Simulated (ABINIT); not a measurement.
**CdS (Hawleyite): G0W0 in ABINIT against the screening cutoff in the self-energy**

Aim: move the screening cutoff in the self-energy of a G0W0 run on CdS (Hawleyite) over a wide range.

Calculated with ABINIT 10.8.3; PBE and many-body steps on it, plane waves.

## 1. The structure

It takes space group F-43m (No. 216, cubic). Conventional cell: a = 5.833 Å, b = 5.833 Å, c = 5.833 Å, α = 90.00°, β = 90.00°, γ = 90.00°. Nearest to Cd lie 4 S at 2.53 Å. Nearest to S lie 4 Cd at 2.53 Å. Farther neighbours and most contacts between anions are not listed.

The cell and positions come from the Crystallography Open Database and are kept as given unless a step says otherwise.

## 2. Screening, 4×4×4 mesh, 331 bands, screening to 272.1 eV

This step: ABINIT 10.8.3; RPA screening on PBE, plane waves, norm-conserving pseudopotentials.

The RPA dielectric matrix is built and inverted for each q.

run.abi

```
acell 3*1.0 Angstrom
rprim 
  -0.000000000000 2.916500000000 2.916500000000
  2.916500000000 -0.000000000000 2.916500000000
  2.916500000000 2.916500000000 -0.000000000000
ntypat 2
znucl 48 16
natom 2
typat 1 2
xred 
  0.000000000000 0.000000000000 0.000000000000
  0.250000000000 0.250000000000 0.250000000000
pp_dirpath "pseudos"
pseudos "Cd.upf, S.upf"
ecut 47
ngkpt 4 4 4
nshiftk 1
shiftk 0 0 0
kptopt 1
chksymbreak 0
istwfk *1
occopt 1
irdwfk 1
optdriver 3
nband 331
ecuteps 10
inclvkb 2
awtr 1
symchi 1
indata_prefix "in"
outdata_prefix "out"
tmpdata_prefix "tmp"
```

Launch:

```console
OMP_NUM_THREADS=1 mpirun -n 8 abinit run.abi > log
```

What it wrote:

```text
.Version 10.8.3 of ABINIT. v10.8.2 released Aug 2026.

 Symmetries : space group F-4 3 m (#216); Bravais cF (face-center cubic)
[... echo of the input left out ...]
== DATASET  1 ==================================================================
-   mpi_nproc: 8, omp_nthreads: 1 (-1 if OMP is not activated)

--- !DatasetInfo
iteration_state: {dtset: 1, }
dimensions: {natom: 2, nkpt: 8, mband: 331, nsppol: 1, nspinor: 1, nspden: 1, mpw: 5180, }
cutoff_energies: {ecut:  47.0, pawecutdg:  -1.0, }
electrons: {nelect:   2.60000000E+01, charge:   0.00000000E+00, occopt:   1.00000000E+00, tsmear:   1.00000000E-02, }

 SCREENING: Calculation of the susceptibility and dielectric matrices

 Based on a program developped by R.W. Godby, V. Olevano, G. Onida, and L. Reining.
 Incorporated in ABINIT by V. Olevano, G.-M. Rignanese, and M. Torrent.
.Using double precision arithmetic ; gwpc =  8

[... cell and pseudopotentials left out ...]
--------------------------------------------------------------------------------

 ==== K-mesh for the wavefunctions ====
 Number of points in the irreducible wedge :     8
[... list of points left out ...]
 Together with 24 symmetry operations and time-reversal symmetry
 yields    64 points in the full Brillouin Zone.

 ==== Q-mesh for the screening function ====
 Number of points in the irreducible wedge :     8
[... list of points left out ...]
 Together with 24 symmetry operations and time-reversal symmetry
 yields    64 points in the full Brillouin Zone.

 setmesh: FFT mesh size selected  =    36x   36x   36
          total number of points  =        46656

 vcoul_init : cutoff-mode = AUXILIARY_FUNCTION
 q-points for optical limit:   1
     1)      0.000010    0.000020    0.000030

- screening: taking advantage of time-reversal symmetry
- Maximum band index for partially occupied states nbvw = 13
- Remaining bands to be divided among processors   nbcw = 318
- Number of bands treated by each node ~39

 Number of electrons calculated from density =   26.0000; Expected =   26.0000
 average of density, n =  0.077653
 r_s =    1.4541
 omega_plasma =   26.8804 [eV]

 calculating chi0 at frequencies [eV] :
  1    0.000000E+00    0.000000E+00
  2    0.000000E+00    2.688042E+01

--------------------------------------------------------------------------------
  q-point number  1        q = ( 0.000000, 0.000000, 0.000000) [r.l.u.]
--------------------------------------------------------------------------------
[... chi0 elements left out ...]
 For q-point:  0.000010 0.000020 0.000030
  dielectric constant =  11.0614
  dielectric constant without local fields =  11.7818

  Average fulfillment of the sum rule on Im[epsilon] for q-point    1 :     88.09  [%]
[... wings left out ...]
  q-point number  2        q = ( 0.250000, 0.000000, 0.000000) [r.l.u.]
--------------------------------------------------------------------------------
[... chi0 elements left out ...]
  Average fulfillment of the sum rule on Im[epsilon] for q-point    2 :     92.57  [%]

 [... 6 further q-points ...]
```

Elapsed: 2.3 min, on 8 MPI ranks of AMD EPYC 7R43, shared host; peak memory 3.7 GiB; 18 min of CPU time.

Numbers from this step:

```
ε∞ with local fields, on this mesh, along the program's q direction : 11.06
the same without local fields                                       : 11.78
plasma frequency                                                    : 26.88 eV
plane waves in the screening matrix                                 : 531
```

Local fields lower ε∞ by 6 %. On a Γ-centred mesh this coarse the value itself is usually too large, while a short band sum pulls it down.

## 3. 1 Ha

This step: G0W0 on PBE, plane waves, norm-conserving pseudopotentials.

Changes to run.abi since step 2:

```diff
@@ -23,8 +23,15 @@
 irdwfk 1
-optdriver 3
+optdriver 4
 nband 331
-ecuteps 10
-inclvkb 2
-awtr 1
-symchi 1
+gwcalctyp 0
+ecutsigx 47
+symsigma 1
+nkptgw 1
+kptgw 
+  0.0000000000 0.0000000000 0.0000000000
+bdgw 
+  11 17
+ecuteps 1
+irdscr 1
+ppmodel 1
 indata_prefix "in"
```

What it wrote:

```text
.Version 10.8.3 of ABINIT. v10.8.2 released Aug 2026.

 Symmetries : space group F-4 3 m (#216); Bravais cF (face-center cubic)
[... echo of the input left out ...]
== DATASET  1 ==================================================================
-   mpi_nproc: 8, omp_nthreads: 1 (-1 if OMP is not activated)

--- !DatasetInfo
iteration_state: {dtset: 1, }
dimensions: {natom: 2, nkpt: 8, mband: 331, nsppol: 1, nspinor: 1, nspden: 1, mpw: 5180, }
cutoff_energies: {ecut:  47.0, pawecutdg:  -1.0, }
electrons: {nelect:   2.60000000E+01, charge:   0.00000000E+00, occopt:   1.00000000E+00, tsmear:   1.00000000E-02, }

 SIGMA: Calculation of the GW corrections

 Based on a program developped by R.W. Godby, V. Olevano, G. Onida, and L. Reining.
 Incorporated in ABINIT by V. Olevano, G.-M. Rignanese, and M. Torrent.
.Using double precision arithmetic ; gwpc =  8

[... cell and pseudopotentials left out ...]
--------------------------------------------------------------------------------

 ==== K-mesh for the wavefunctions ====
 Number of points in the irreducible wedge :     8
[... list of points left out ...]
 Together with 24 symmetry operations and time-reversal symmetry
 yields    64 points in the full Brillouin Zone.

 ==== Q-mesh for screening function ====
 Number of points in the irreducible wedge :     8
[... list of points left out ...]
 Together with 24 symmetry operations and time-reversal symmetry
 yields    64 points in the full Brillouin Zone.

 vcoul_init : cutoff-mode = AUXILIARY_FUNCTION
 q-points for optical limit:   1
     1)      0.000010    0.000020    0.000030
 setmesh: FFT mesh size selected  =    50x   50x   50
          total number of points  =       125000

 Number of electrons calculated from density =   26.0000; Expected =   26.0000
 average of density, n =  0.077653
 r_s =    1.4541
 omega_plasma =   26.8804 [eV]

 === KS Band Gaps ===
  >>>> For spin  1
   Minimum direct gap =   1.1447 [eV], located at k-point      :   0.0000  0.0000  0.0000
   Fundamental gap    =   1.1447 [eV], Top of valence bands at :   0.0000  0.0000  0.0000
                                       Bottom of conduction at :   0.0000  0.0000  0.0000
 SIGMA fundamental parameters:
 PLASMON POLE MODEL  1
 number of plane-waves for SigmaX                 5065
 number of plane-waves for SigmaC and W             15
 number of plane-waves for wavefunctions          5065
 number of bands                                   331
 number of independent spin polarizations            1
 number of spinorial components                      1
 number of k-points in IBZ                           8
 number of q-points in IBZ                           8
 number of symmetry operations                      24
 number of k-points in BZ                           64
 number of q-points in BZ                           64
 number of frequencies for dSigma/dE                 9
 frequency step for dSigma/dE [eV]                0.25
 number of omega for Sigma on real axis              0
 max omega for Sigma on real axis  [eV]           0.00
 zcut for avoiding poles [eV]                     0.10

 EPSILON^-1 parameters (SCR file):
 dimension of the eps^-1 matrix on file            531
 dimension of the eps^-1 matrix used                15
 number of plane-waves for wavefunctions          5065
 number of bands                                   331
 number of q-points in IBZ                           8
 number of frequencies                               2
 number of real frequencies                          1
 number of imag frequencies                          1

 matrix elements of self-energy operator (all in [eV])

 Perturbative Calculation

--- !SelfEnergy_ee
iteration_state: {dtset: 1, }
kpoint     : [   0.000,    0.000,    0.000, ]
spin       : 1
KS_gap     :    1.145
QP_gap     :    1.944
Delta_QP_KS:    0.800
data: !SigmaeeData |
     Band     E0 <VxcDFT>   SigX SigC(E0)      Z dSigC/dE  Sig(E)    E-E0       E
       11   4.366 -15.389 -18.420   2.574   0.810  -0.235 -15.758  -0.369   3.997
       12   4.366 -15.389 -18.420   2.574   0.810  -0.235 -15.758  -0.369   3.997
       13   4.366 -15.389 -18.420   2.574   0.810  -0.235 -15.758  -0.369   3.997
       14   5.511 -10.636  -6.668  -3.448   0.828  -0.208 -10.206   0.430   5.941
       15  10.897 -10.642  -5.801  -3.875   0.821  -0.217  -9.849   0.794  11.691
       16  10.897 -10.642  -5.801  -3.875   0.821  -0.217  -9.849   0.794  11.691
       17  10.897 -10.642  -5.801  -3.875   0.821  -0.217  -9.849   0.794  11.691

== END DATASET(S) ==============================================================
================================================================================

 -outvars: echo values of variables after computation  --------
           etotal      0.0000000000E+00
            nband         331
             nkpt           8
          spgroup         216
 [... the other variables as echoed above ...]

 Calculation completed.
```

It took 5.4 s on 8 MPI ranks; peak memory 0.59 GiB; 40 s of CPU time.

Numbers from this step:

```yaml
g0w0_gap_on_the_points_computed: 1.944 eV
starting_gap_on_the_mesh: 1.145 eV
k_of_the_valence_top: 0, 0, 0
k_of_the_conduction_bottom: 0, 0, 0
z_at_the_valence_top: 0.81
z_at_the_conduction_bottom: 0.828
least_direct_g0w0_gap_on_the_computed_points: 1.944 eV
```

## 4. 2 Ha

Changes to run.abi since step 3:

```diff
@@ -33,3 +33,3 @@
   11 17
-ecuteps 1
+ecuteps 2
 irdscr 1
```

What it wrote:

```text
.Version 10.8.3 of ABINIT. v10.8.2 released Aug 2026.

 Symmetries : space group F-4 3 m (#216); Bravais cF (face-center cubic)
[... echo of the input left out ...]
== DATASET  1 ==================================================================
-   mpi_nproc: 8, omp_nthreads: 1 (-1 if OMP is not activated)

--- !DatasetInfo
iteration_state: {dtset: 1, }
dimensions: {natom: 2, nkpt: 8, mband: 331, nsppol: 1, nspinor: 1, nspden: 1, mpw: 5180, }
cutoff_energies: {ecut:  47.0, pawecutdg:  -1.0, }
electrons: {nelect:   2.60000000E+01, charge:   0.00000000E+00, occopt:   1.00000000E+00, tsmear:   1.00000000E-02, }

 SIGMA: Calculation of the GW corrections

 Based on a program developped by R.W. Godby, V. Olevano, G. Onida, and L. Reining.
 Incorporated in ABINIT by V. Olevano, G.-M. Rignanese, and M. Torrent.
.Using double precision arithmetic ; gwpc =  8

[... cell and pseudopotentials left out ...]
--------------------------------------------------------------------------------

 ==== K-mesh for the wavefunctions ====
 Number of points in the irreducible wedge :     8
[... list of points left out ...]
 Together with 24 symmetry operations and time-reversal symmetry
 yields    64 points in the full Brillouin Zone.

 ==== Q-mesh for screening function ====
 Number of points in the irreducible wedge :     8
[... list of points left out ...]
 Together with 24 symmetry operations and time-reversal symmetry
 yields    64 points in the full Brillouin Zone.

 vcoul_init : cutoff-mode = AUXILIARY_FUNCTION
 q-points for optical limit:   1
     1)      0.000010    0.000020    0.000030
 setmesh: FFT mesh size selected  =    50x   50x   50
          total number of points  =       125000

 Number of electrons calculated from density =   26.0000; Expected =   26.0000
[...]
number of q-points in BZ                           64
 number of frequencies for dSigma/dE                 9
 frequency step for dSigma/dE [eV]                0.25
 number of omega for Sigma on real axis              0
 max omega for Sigma on real axis  [eV]           0.00
 zcut for avoiding poles [eV]                     0.10

 EPSILON^-1 parameters (SCR file):
 dimension of the eps^-1 matrix on file            531
 dimension of the eps^-1 matrix used                59
 number of plane-waves for wavefunctions          5065
 number of bands                                   331
 number of q-points in IBZ                           8
 number of frequencies                               2
 number of real frequencies                          1
 number of imag frequencies                          1

 matrix elements of self-energy operator (all in [eV])

 Perturbative Calculation

--- !SelfEnergy_ee
iteration_state: {dtset: 1, }
kpoint     : [   0.000,    0.000,    0.000, ]
spin       : 1
KS_gap     :    1.145
QP_gap     :    2.030
Delta_QP_KS:    0.885
data: !SigmaeeData |
     Band     E0 <VxcDFT>   SigX SigC(E0)      Z dSigC/dE  Sig(E)    E-E0       E
       11   4.366 -15.389 -18.420   2.213   0.789  -0.267 -16.035  -0.646   3.721
       12   4.366 -15.389 -18.420   2.213   0.789  -0.267 -16.035  -0.646   3.721
       13   4.366 -15.389 -18.420   2.213   0.789  -0.267 -16.035  -0.646   3.721
       14   5.511 -10.636  -6.668  -3.674   0.816  -0.225 -10.397   0.240   5.750
       15  10.897 -10.642  -5.801  -4.354   0.811  -0.233 -10.248   0.395  11.292
       16  10.897 -10.642  -5.801  -4.354   0.811  -0.233 -10.248   0.395  11.292
       17  10.897 -10.642  -5.801  -4.354   0.811  -0.233 -10.248   0.395  11.292

== END DATASET(S) ==============================================================
================================================================================

 -outvars: echo values of variables after computation  --------
           etotal      0.0000000000E+00
            nband         331
             nkpt           8
          spgroup         216
 [... the other variables as echoed above ...]

 Calculation completed.
```

The job ended after 5.6 s (8 MPI ranks; peak memory 0.95 GiB; 42 s of CPU time).

Numbers from this step:

| Quantity | Value |
| --- | --- |
| G0W0 gap on the points computed | 2.029 eV |
| starting gap on the mesh | 1.145 eV |
| k of the valence top | 0, 0, 0 |
| k of the conduction bottom | 0, 0, 0 |
| Z at the valence top | 0.789 |
| Z at the conduction bottom | 0.816 |
| least direct G0W0 gap on the computed points | 2.029 eV |

## 5. 3.5 Ha

The self-energy is evaluated for the states that the input lists, and the levels follow from it, in one-shot runs by the linearised quasiparticle equation.

Changes to run.abi since step 4:

```diff
@@ -33,3 +33,3 @@
   11 17
-ecuteps 2
+ecuteps 3.5
 irdscr 1
```

What it wrote:

```text
.Version 10.8.3 of ABINIT. v10.8.2 released Aug 2026.

 Symmetries : space group F-4 3 m (#216); Bravais cF (face-center cubic)
[... echo of the input left out ...]
== DATASET  1 ==================================================================
-   mpi_nproc: 8, omp_nthreads: 1 (-1 if OMP is not activated)

--- !DatasetInfo
iteration_state: {dtset: 1, }
dimensions: {natom: 2, nkpt: 8, mband: 331, nsppol: 1, nspinor: 1, nspden: 1, mpw: 5180, }
cutoff_energies: {ecut:  47.0, pawecutdg:  -1.0, }
[...]
15  10.897 -10.642  -5.801  -4.457   0.810  -0.235 -10.331   0.311  11.208
       16  10.897 -10.642  -5.801  -4.457   0.810  -0.235 -10.331   0.311  11.208
       17  10.897 -10.642  -5.801  -4.457   0.810  -0.235 -10.331   0.311  11.208

== END DATASET(S) ==============================================================
================================================================================

 -outvars: echo values of variables after computation  --------
           etotal      0.0000000000E+00
            nband         331
             nkpt           8
          spgroup         216
 [... the other variables as echoed above ...]

 Calculation completed.
```

It took 7.7 s on 8 MPI ranks; peak memory 1.7 GiB; 59 s of CPU time.

Numbers from this step:

```
G0W0 gap on the points computed              : 2.094 eV
starting gap on the mesh                     : 1.145 eV
k of the valence top                         : 0, 0, 0
k of the conduction bottom                   : 0, 0, 0
least direct G0W0 gap on the computed points : 2.094 eV
```

The gap on the mesh goes from 1.14 eV to 2.09 eV, a correction of +0.95 eV.

(Part 1 of 2 ends here.)

[Paths, hosts, dates, memory and timing lines, banners, echoed tables and standing remarks are left out of the program output.]

[Logs are printed without paths, hosts, clocks, repeated set-up lines and the standing remarks that a program may print on its own settings, such as how far it seeks lower states.]

[Runs of the session that timed out or met a known fault of the program may be left out.]

[No measured gap is set beside runs whose start may be inverted or whose files or cutoffs have a known fault.]

[Hosts, paths, dates, database ids (printed as entryN), source tags and the programs' standing remarks are cut or masked in the printed files.]

[G0W0 gaps are taken among the corrected bands and points alone; a level outside them can change the order at an edge.]

[Where Ansatz stands beside ABINIT at settings called matched, ABINIT's density can come from a denser mesh and the files from another edition; pairs whose starting gaps differed by over 0.03 eV were left out, so agreement reads better than it is.]
